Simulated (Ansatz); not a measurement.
# P on Pt(111): change of the work function

Wanted: Δφ(θ) for P/Pt(111), starting from the fcc site.

Calculated with Ansatz 0.2.0; plane-wave DFT, PBE, Ansatz PAW.

Report form: the programs' logs are mostly left out.

## (1) The starting structure

The cell holds 4 atoms: 4 Pt. Its edges and angles: a = 2.772 Å, b = 2.772 Å, c = 24.790 Å, α = 90.0°, β = 90.0°, γ = 60.0°. Vacuum lies along c.

## (2) The clean slab

The bare slab comes first, as the zero from which every change is counted. The two lowest layers are held at bulk places and the upper ones relax. The dipole correction removes the false field that a one-sided slab makes across the periodic vacuum, so each face gets a flat vacuum level of its own.

input.yaml reads:

```yaml
crystal:
  lattice:
    - [2.7718585823, 0.0, 0.0]
    - [1.3859292911, 2.4004999479, 0.0]
    - [0.0, 0.0, 24.7896391657]
  atoms:
    - { symbol: Pt, position: [0.0, 0.0, 0.3630549013] }
    - { symbol: Pt, position: [0.3333333333, 0.3333333333, 0.4543516338] }
    - { symbol: Pt, position: [0.6666666667, 0.6666666667, 0.5456483662] }
    - { symbol: Pt, position: [0.0, 0.0, 0.6369450987] }
kpoints:
  mp_grid: { grid: [12, 12, 1] }
hamiltonian:
  xc: pbe
scf:
  occupations: { method: fermi_dirac, width: 0.1 }
  convergence: { dr2_threshold: 1.0e-08 }
efield:
  axis: 3
  dipole_correction: true
  ramp_position: 0.97
  ramp_width: 0.06
relax:
  f_tol: 0.02
  max_steps: 60
  constraints: [{ sites: [0, 1] }]
output:
  write_potential: true
  write_density: true
  volumetric_format: npy
```

On the command line:

```console
ansatz run input.yaml --threads 4 --pin off --max-ram 16384MiB --backend cpu --events-out ev --progress --plain --runs-dir out
```

Wall time 18 s (4 threads of Arm Neoverse V1, shared host); peak memory 0.49 GiB; 67 s of CPU time.

Relaxation path:

```tsv
step	energy less that of the first step (eV)	largest force component (eV/Å)
1	0.0000	0.4882
2	-0.0114	0.3306
3	-0.0224	0.0711
4	-0.0228	0.0003
```

Forces are held to the 6 operations that the run works with; a distortion that breaks them can't arise in this run.

The atoms that moved most (Å):

```tsv
atom	dx	dy	dz	length
Pt4	0.000	0.000	0.116	0.116
Pt3	0.000	0.000	0.044	0.044
```

This step gave:

```yaml
energy_at_zero_smearing: -50090.8990 eV
work_function_upper_face: 5.703 eV
work_function_lower_face: 5.672 eV
dipole_along_the_normal: -0.001156 e·Å
step_between_the_vacuum_levels: 0.03145 eV
```

Running mean over 2.263 Å of the planar mean; the ramp of the sawtooth is left out. Table of electron's electrostatic potential energy less the Fermi level by z:

```tsv
z (Å)	electron's electrostatic potential energy less the Fermi level (eV)
3.5	5.67
4.0	5.67
4.5	5.67
5.0	5.67
5.5	5.66
6.0	5.61
6.5	5.42
7.0	4.60
7.5	1.20
8.0	-4.97
8.5	-9.97
9.0	-11.6
9.5	-11.9
10.0	-12.1
10.5	-12.1
11.0	-12.2
11.5	-12.1
12.0	-11.8
12.5	-11.7
13.0	-11.9
13.5	-12.1
14.0	-11.8
14.5	-11.2
15.0	-11.2
15.5	-11.5
16.0	-11.3
16.5	-9.22
17.0	-3.69
17.5	2.21
18.0	4.90
18.5	5.51
19.0	5.66
19.5	5.69
20.0	5.70
20.5	5.70
21.0	5.70
21.5	5.70
```

The relaxation took 4 steps and lowered the energy by 0.023 eV; the largest force on the free atoms ends at 3.5e-4 eV/Å.

The work function of the upper face is 5.70 eV.

## (3) Adsorbate added, k-mesh 4×4×1, coverage 0.111 ML

System of this step: PPt36 (P/Pt(111)). The cell holds 37 atoms: 36 Pt and 1 P. Its edges and angles: a = 8.316 Å, b = 8.316 Å, c = 26.830 Å, α = 90.0°, β = 90.0°, γ = 60.0°. Vacuum lies along c.

The clean slab as it ended is repeated in the plane and the adsorbate is set on one face; the cell's size fixes the coverage, and the k-mesh shrinks with it to keep the sampling density about even. Adsorbate and upper layers relax, since the dipole depends on the height.

input.yaml reads:

```yaml
crystal:
  lattice:
    - [8.3155757468, 1.0e-10, 0.0]
    - [4.1577878733, 7.2014998438, 0.0]
    - [0.0, 0.0, 26.8299262904]
  atoms:
    - { symbol: Pt, position: [0.0, 0.0, 0.3354463185] }
    - { symbol: Pt, position: [0.1111111111, 0.1111111111, 0.4198003727] }
    - { symbol: Pt, position: [0.2222222222, 0.2222222222, 0.5057774816] }
    - { symbol: Pt, position: [0.0, 0.0, 0.5928265803] }
    - { symbol: Pt, position: [0.0, 0.3333333333, 0.3354463185] }
    - { symbol: Pt, position: [0.1111111111, 0.4444444444, 0.4198003727] }
    - { symbol: Pt, position: [0.2222222222, 0.5555555556, 0.5057774816] }
    - { symbol: Pt, position: [0.0, 0.3333333333, 0.5928265803] }
    - { symbol: Pt, position: [0.0, 0.6666666667, 0.3354463185] }
    - { symbol: Pt, position: [0.1111111111, 0.7777777778, 0.4198003727] }
    - { symbol: Pt, position: [0.2222222222, 0.8888888889, 0.5057774816] }
    - { symbol: Pt, position: [0.0, 0.6666666667, 0.5928265803] }
    - { symbol: Pt, position: [0.3333333333, 0.0, 0.3354463185] }
    - { symbol: Pt, position: [0.4444444444, 0.1111111111, 0.4198003727] }
    - { symbol: Pt, position: [0.5555555556, 0.2222222222, 0.5057774816] }
    - { symbol: Pt, position: [0.3333333333, 0.0, 0.5928265803] }
    - { symbol: Pt, position: [0.3333333333, 0.3333333333, 0.3354463185] }
    - { symbol: Pt, position: [0.4444444444, 0.4444444444, 0.4198003727] }
    - { symbol: Pt, position: [0.5555555556, 0.5555555556, 0.5057774816] }
    - { symbol: Pt, position: [0.3333333333, 0.3333333333, 0.5928265803] }
    - { symbol: Pt, position: [0.3333333333, 0.6666666667, 0.3354463185] }
    - { symbol: Pt, position: [0.4444444444, 0.7777777778, 0.4198003727] }
    - { symbol: Pt, position: [0.5555555556, 0.8888888889, 0.5057774816] }
    - { symbol: Pt, position: [0.3333333333, 0.6666666667, 0.5928265803] }
    - { symbol: Pt, position: [0.6666666667, 0.0, 0.3354463185] }
    - { symbol: Pt, position: [0.7777777778, 0.1111111111, 0.4198003727] }
    - { symbol: Pt, position: [0.8888888889, 0.2222222222, 0.5057774816] }
    - { symbol: Pt, position: [0.6666666667, 0.0, 0.5928265803] }
    - { symbol: Pt, position: [0.6666666667, 0.3333333333, 0.3354463185] }
    - { symbol: Pt, position: [0.7777777778, 0.4444444444, 0.4198003727] }
    - { symbol: Pt, position: [0.8888888889, 0.5555555556, 0.5057774816] }
    - { symbol: Pt, position: [0.6666666667, 0.3333333333, 0.5928265803] }
    - { symbol: Pt, position: [0.6666666667, 0.6666666667, 0.3354463185] }
    - { symbol: Pt, position: [0.7777777778, 0.7777777778, 0.4198003727] }
    - { symbol: Pt, position: [0.8888888889, 0.8888888889, 0.5057774816] }
    - { symbol: Pt, position: [0.6666666667, 0.6666666667, 0.5928265803] }
    - { symbol: P, position: [0.1111111111, 0.1111111111, 0.6645536815] }
kpoints:
  mp_grid: { grid: [4, 4, 1] }
hamiltonian:
  xc: pbe
scf:
  occupations: { method: fermi_dirac, width: 0.1 }
  convergence: { dr2_threshold: 1.0e-08 }
efield:
  axis: 3
  dipole_correction: true
  ramp_position: 0.97
  ramp_width: 0.06
relax:
  f_tol: 0.02
  max_steps: 60
  constraints:
    - { sites: [0, 1, 4, 5, 8, 9, 12, 13, 16, 17, 20, 21, 24, 25, 28, 29, 32, 33] }
output:
  write_potential: true
  write_density: true
  volumetric_format: npy
```

Elapsed: 13 min, on 4 threads; peak memory 10 GiB; 37 min of CPU time.

The steps of the relaxation:

```tsv
step	energy less that of the first step (eV)	largest force component (eV/Å)
1	0.0000	3.6089
2	-0.7435	1.3650
3	-0.8163	0.4352
4	-0.8251	0.0318
5	-0.8256	0.0018
```

The run keeps the 6 symmetry operations that it works with, so distortions that break them were not tested.

The atoms that moved most (Å):

```tsv
atom	dx	dy	dz	length
P37	0.000	0.000	-0.263	0.263
Pt8	0.000	0.062	0.120	0.136
Pt4	-0.054	-0.031	0.120	0.136
Pt16	0.054	-0.031	0.120	0.136
Pt27	0.005	-0.003	0.028	0.029
Pt11	0.000	0.006	0.028	0.029
Pt3	-0.005	-0.003	0.028	0.029
Pt24	0.000	-0.028	0.000	0.028
```

Final coordinates:

```cif
data_structure
_symmetry_space_group_name_H-M 'P 1'
_symmetry_Int_Tables_number 1
_cell_length_a 8.3156
_cell_length_b 8.3156
_cell_length_c 26.8299
_cell_angle_alpha 90.000
_cell_angle_beta 90.000
_cell_angle_gamma 60.000
_cell_volume 1606.70
loop_
_atom_site_label
_atom_site_type_symbol
_atom_site_fract_x
_atom_site_fract_y
_atom_site_fract_z
_atom_site_occupancy
Pt1 Pt 0.00000 0.00000 0.33545 1
Pt2 Pt 0.11111 0.11111 0.41980 1
Pt3 Pt 0.22179 0.22179 0.50683 1
Pt4 Pt 0.99567 0.99567 0.59731 1
Pt5 Pt 0.00000 0.33333 0.33545 1
Pt6 Pt 0.11111 0.44444 0.41980 1
Pt7 Pt 0.22202 0.55566 0.50560 1
Pt8 Pt 0.99567 0.34200 0.59731 1
Pt9 Pt 0.00000 0.66667 0.33545 1
Pt10 Pt 0.11111 0.77778 0.41980 1
Pt11 Pt 0.22179 0.88975 0.50683 1
Pt12 Pt 0.99986 0.66673 0.59307 1
Pt13 Pt 0.33333 0.00000 0.33545 1
Pt14 Pt 0.44444 0.11111 0.41980 1
Pt15 Pt 0.55566 0.22202 0.50560 1
Pt16 Pt 0.34200 0.99567 0.59731 1
Pt17 Pt 0.33333 0.33333 0.33545 1
Pt18 Pt 0.44444 0.44444 0.41980 1
Pt19 Pt 0.55566 0.55566 0.50560 1
Pt20 Pt 0.33527 0.33527 0.59281 1
Pt21 Pt 0.33333 0.66667 0.33545 1
Pt22 Pt 0.44444 0.77778 0.41980 1
Pt23 Pt 0.55428 0.88953 0.50620 1
Pt24 Pt 0.33527 0.66280 0.59281 1
Pt25 Pt 0.66667 0.00000 0.33545 1
Pt26 Pt 0.77778 0.11111 0.41980 1
Pt27 Pt 0.88975 0.22179 0.50683 1
Pt28 Pt 0.66673 0.99986 0.59307 1
Pt29 Pt 0.66667 0.33333 0.33545 1
Pt30 Pt 0.77778 0.44444 0.41980 1
Pt31 Pt 0.88953 0.55428 0.50620 1
Pt32 Pt 0.66280 0.33527 0.59281 1
Pt33 Pt 0.66667 0.66667 0.33545 1
Pt34 Pt 0.77778 0.77778 0.41980 1
Pt35 Pt 0.88953 0.88953 0.50620 1
Pt36 Pt 0.66673 0.66673 0.59307 1
P37 P 0.11111 0.11111 0.65474 1
```

This step gave:

```yaml
energy_at_zero_smearing: -451575.7584 eV
work_function_upper_face: 5.416 eV
work_function_lower_face: 5.679 eV
dipole_along_the_normal: 0.08713 e·Å
step_between_the_vacuum_levels: -0.2633 eV
```

Running mean over 2.263 Å of the planar mean; the ramp of the sawtooth is left out. Table of electron's electrostatic potential energy less the Fermi level by z:

```tsv
z (Å)	electron's electrostatic potential energy less the Fermi level (eV)
4	5.68
5	5.68
6	5.62
7	4.62
8	-4.96
9	-11.6
10	-12.1
11	-12.2
12	-11.7
13	-11.8
14	-11.7
15	-10.9
16	-11.8
17	-5.55
18	3.32
19	4.97
20	5.39
21	5.41
22	5.42
23	5.42
```

The relaxation took 5 steps and lowered the energy by 0.83 eV; the largest force on the free atoms ends at 0.0018 eV/Å.

The covered face has 5.42 eV, -0.29 eV against the clean one; the bare back face has moved by +0.01 eV, a measure of how thin the slab is.

## (4) Adsorbate added, k-mesh 6×6×1, coverage 0.25 ML

System of this step: PPt16 (P/Pt(111)). The cell holds 17 atoms: 16 Pt and 1 P. Its edges and angles: a = 5.544 Å, b = 5.544 Å, c = 26.830 Å, α = 90.0°, β = 90.0°, γ = 60.0°. Vacuum lies along c.

Another coverage, to see how the dipoles act on each other as their distance changes.

input.yaml reads:

```yaml
crystal:
  lattice:
    - [5.5437171645, 1.0e-10, 0.0]
    - [2.7718585822, 4.8009998959, 0.0]
    - [0.0, 0.0, 26.8299262904]
  atoms:
    - { symbol: Pt, position: [0.0, 0.0, 0.3354463185] }
    - { symbol: Pt, position: [0.1666666667, 0.1666666667, 0.4198003727] }
    - { symbol: Pt, position: [0.3333333333, 0.3333333333, 0.5057774816] }
    - { symbol: Pt, position: [0.0, 0.0, 0.5928265803] }
    - { symbol: Pt, position: [0.0, 0.5, 0.3354463185] }
    - { symbol: Pt, position: [0.1666666667, 0.6666666667, 0.4198003727] }
    - { symbol: Pt, position: [0.3333333333, 0.8333333333, 0.5057774816] }
    - { symbol: Pt, position: [0.0, 0.5, 0.5928265803] }
    - { symbol: Pt, position: [0.5, 0.0, 0.3354463185] }
    - { symbol: Pt, position: [0.6666666667, 0.1666666667, 0.4198003727] }
    - { symbol: Pt, position: [0.8333333333, 0.3333333333, 0.5057774816] }
    - { symbol: Pt, position: [0.5, 0.0, 0.5928265803] }
    - { symbol: Pt, position: [0.5, 0.5, 0.3354463185] }
    - { symbol: Pt, position: [0.6666666667, 0.6666666667, 0.4198003727] }
    - { symbol: Pt, position: [0.8333333333, 0.8333333333, 0.5057774816] }
    - { symbol: Pt, position: [0.5, 0.5, 0.5928265803] }
    - { symbol: P, position: [0.1666666667, 0.1666666667, 0.6645536815] }
kpoints:
  mp_grid: { grid: [6, 6, 1] }
hamiltonian:
  xc: pbe
scf:
  occupations: { method: fermi_dirac, width: 0.1 }
  convergence: { dr2_threshold: 1.0e-08 }
efield:
  axis: 3
  dipole_correction: true
  ramp_position: 0.97
  ramp_width: 0.06
relax:
  f_tol: 0.02
  max_steps: 60
  constraints: [{ sites: [0, 1, 4, 5, 8, 9, 12, 13] }]
output:
  dos: { projected: true, e_range: [-8, 4] }
  write_potential: true
  write_density: true
  volumetric_format: npy
  elf: true
```

It took 2.5 min on 4 threads; peak memory 3 GiB; 10 min of CPU time.

The steps of the relaxation:

```tsv
step	energy less that of the first step (eV)	largest force component (eV/Å)
1	0.0000	3.5825
2	-0.6938	1.1153
3	-0.7439	0.2547
4	-0.7484	0.0252
5	-0.7485	0.0011
```

The run keeps the 6 symmetry operations that it works with, so distortions that break them were not tested.

The atoms that moved most (Å):

```tsv
atom	dx	dy	dz	length
P17	0.000	0.000	-0.237	0.237
Pt12	0.036	-0.021	0.117	0.124
Pt8	0.000	0.042	0.117	0.124
Pt4	-0.036	-0.021	0.117	0.124
Pt15	0.000	0.000	0.039	0.039
Pt16	0.000	0.000	-0.022	0.022
Pt11	0.004	-0.002	0.019	0.019
Pt3	-0.004	-0.002	0.019	0.019
```

Final coordinates:

```xyz
17
Lattice="5.5437 0.0000 0.0000 2.7719 4.8010 0.0000 0.0000 0.0000 26.8299" Properties=species:S:1:pos:R:3
Pt    0.0000    0.0000    9.0000
Pt    1.3859    0.8002   11.2632
Pt    2.7681    1.5981   13.5887
Pt   -0.0363   -0.0210   16.0226
Pt    1.3859    2.4005    9.0000
Pt    2.7719    3.2007   11.2632
Pt    4.1578    4.0052   13.5887
Pt    1.3859    2.4424   16.0226
Pt    2.7719    0.0000    9.0000
Pt    4.1578    0.8002   11.2632
Pt    5.5475    1.5981   13.5887
Pt    2.8082   -0.0210   16.0226
Pt    4.1578    2.4005    9.0000
Pt    5.5437    3.2007   11.2632
Pt    6.9296    4.0008   13.6087
Pt    4.1578    2.4005   15.8839
P     1.3859    0.8002   17.5930
```

This step gave:

- energy at zero smearing: -201121.1875 eV
- work function, upper face: 5.118 eV
- work function, lower face: 5.680 eV
- dipole along the normal: 0.08277 e·Å
- step between the vacuum levels: -0.5627 eV

The density of states has structure finer than the step of the table below, so its rows give means over 0.25 eV, whole bins alone (the curve runs from -8 to 1.98 eV). Peaks (eV: height): -4.870: 49.0, -3.190: 56.6, -3.040: 42.9, -2.950: 46.3, -2.080: 43.5, -0.780: 42.0, -0.690: 50.5.

Table of density of states by energy, zero at the Fermi level; means over each step:

energy (eV), density of states (states/eV a cell) and a bar:
```
    -7.75        2.6 
    -7.50        2.2 
    -7.25        3.0 #
    -7.00        4.2 ##
    -6.75        8.1 ######
    -6.50       14.2 ############
    -6.25       14.5 ############
    -6.00       19.6 #################
    -5.75       26.4 ########################
    -5.50       21.6 ###################
    -5.25       17.2 ###############
    -5.00       19.9 #################
    -4.75       20.5 ##################
    -4.50       23.5 #####################
    -4.25       22.8 ####################
    -4.00       25.9 #######################
    -3.75       28.8 ##########################
    -3.50       25.9 #######################
    -3.25       32.7 ##############################
    -3.00       32.2 #############################
    -2.75       23.1 #####################
    -2.50       21.2 ###################
    -2.25       20.7 ##################
    -2.00       26.7 ########################
    -1.75       23.1 #####################
    -1.50       25.2 #######################
    -1.25       25.0 ######################
    -1.00       23.0 ####################
    -0.75       25.1 #######################
    -0.50       23.4 #####################
    -0.25       26.3 ########################
     0.00       25.6 #######################
     0.25       19.4 #################
     0.50        7.1 #####
     0.75        9.3 #######
     1.00        5.9 ####
     1.25        5.2 ###
     1.50        4.4 ##
     1.75        4.0 ##
```

Projected DOS per atom over height of the atomic layer and energy from the Fermi level. Layers: Pt4 Pt4 Pt4 Pt4 P from below.

Ten even steps from '_' (0.06 states/eV) to '@' (2.46 states/eV), each cell a mean:
```
________..
________::
........==
::::::::::
**%%**--..
##****==..
**====++..
##==++**..
**--****::
++====**..
%%++++++::
@@######::
******##::
==++****::
====++++::
--==--++::
==**++==..
--**++==..
..====--..
__......__
__________
__________
```
Columns: height of the atomic layer (Å) from 9 to 17.6 (not evenly spaced); rows upwards: energy from the Fermi level (eV) from -7.96 to 1.95.

Valence density in the ca plane at fractional y = 0.167, with atoms of Pt and P within 0.2 Å of it. It is the smooth field of the valence electrons, not physical close to the nuclei.

Values in units of 1e0 e/Å³, 8 rows by 16 columns, each cell a mean:
```
1.6 0.3 0.4 0.3 1.2 1.1 0.5 1.5 0.4 0.1 0.0 0.0 0.0 0.0 0.0 0.0
0.7 0.5 3.1 0.9 0.6 0.5 0.3 0.7 0.2 0.0 0.0 0.0 0.0 0.0 0.0 0.0
0.3 0.9 9.1 2.5 0.3 0.2 0.2 0.3 0.1 0.0 0.0 0.0 0.0 0.0 0.0 0.0
0.7 0.5 3.5 1.0 0.5 0.5 0.3 0.7 0.2 0.0 0.0 0.0 0.0 0.0 0.0 0.0
1.6 0.3 0.4 0.3 1.2 1.1 0.5 1.5 0.4 0.1 0.0 0.0 0.0 0.0 0.0 0.0
0.7 0.5 3.1 0.9 0.6 0.5 0.3 0.6 0.6 0.4 0.1 0.0 0.0 0.0 0.0 0.0
0.3 0.9 9.1 2.5 0.3 0.2 0.1 0.3 0.5 0.5 0.1 0.0 0.0 0.0 0.0 0.0
0.7 0.5 3.5 1.0 0.5 0.5 0.3 0.6 0.6 0.5 0.1 0.0 0.0 0.0 0.0 0.0
```
Columns run along c (16.0 Å, from fractional 0.33 to 0.92 of the cell), rows up along a (5.5 Å). Atoms in or near the plane, at fractional coordinates: Pt at (0.42, 0.17), Pt at (0.42, 0.67), P at (0.66, 0.17).

Electrostatic potential energy in the ca plane at fractional y = 0.167, with atoms of Pt and P within 0.2 Å of it. With pseudopotentials it is smooth inside the atoms' cores, unlike the true potential.

Ten even steps from '0' (-57 eV) to '9' (10 eV), each cell a mean:
```
45789988899864579986568999999999999999999999
55789988899864579986568999999999999999999999
77898754689877789987779999999999999999999999
88998300168998899998899999999999999999999999
99997100048999999999999999999999999999999999
99997200058999999999999999999999999999999999
88898521479988899998889999999999999999999999
56789877899875689986568999999999999999999999
44789988999864579985468999999999999999999999
66799877899875689987678888999999999999999999
88898521479988899998888534799999999999999999
99997200058999999999986100489999999999999999
99997100048999999999986100389999999999999999
88998300168998899999887312589999999999999999
77898754689877789987778767899999999999999999
```
Columns run along c (16.0 Å, from fractional 0.33 to 0.92 of the cell; values clipped at the 3rd and 97th percentile), rows up along a (5.5 Å). Atoms in or near the plane, at fractional coordinates: Pt at (0.42, 0.17), Pt at (0.42, 0.67), P at (0.66, 0.17).

ELF in the ca plane at fractional y = 0.167, with atoms of Pt and P within 0.2 Å of it. It is the smooth field of the valence electrons, not physical close to the nuclei.

Ten even steps from '0' (0.00) to '9' (0.97), each cell a mean:
```
44322222222244432233433456665421000000000000
44322222222244432233433332221100000000000000
33222344322233322223332211000000000000000000
22222466532222221122222210000000000000000000
22222566642222211112222110000000000000000000
22222566642222221122222110000000000000000000
32222455432222221122322210000000000000000000
33322233222233322233333221110000000000000000
44322222222244432233433344443210000000000000
33322233322234322223334677887531000000000000
22222455432222221122235667999753100000000000
22222566642222221112235303999874100000000000
22223566642222211112245202999974100000000000
22222466532222221122236535999863100000000000
33222344322233322222334678898742100000000000
```
Columns run along c (16.0 Å, from fractional 0.33 to 0.92 of the cell), rows up along a (5.5 Å). Atoms in or near the plane, at fractional coordinates: Pt at (0.42, 0.17), Pt at (0.42, 0.67), P at (0.66, 0.17).

The relaxation took 5 steps and lowered the energy by 0.75 eV; the largest force on the free atoms ends at 0.0011 eV/Å.

By hand: a sheet of dipoles makes a step −p/(ε₀A) in the electron's potential. With e/ε₀ = 180.95 V·Å, p = 0.08277 e·Å and A = 26.62 Å², that is −180.95 × (0.08277) / 26.62 = -0.563 eV, and the two vacuum levels of the run differ by -0.563 eV.

The covered face has 5.12 eV, -0.59 eV against the clean one; the bare back face has moved by +0.01 eV, a measure of how thin the slab is.

[end of part 1 of 2]

[Logs are printed without paths, hosts, clocks, repeated set-up lines and the standing remarks that a program may print on its own settings, such as how far it seeks lower states.]

[Hosts, paths, dates, database ids (printed as entryN), source tags and the programs' standing remarks are cut or masked in the printed files.]

[Maps of the electrostatic potential energy from Ansatz leave out the sawtooth potential of an applied field or a dipole correction, so their vacuum need not be flat; planar profiles and work functions include it.]

[The density of states shown here was stored with 400 of the rows of the run's finer table, so its peaks can read low, often by over a quarter, or be missed, and its means over a window can be off by a tenth or more.]
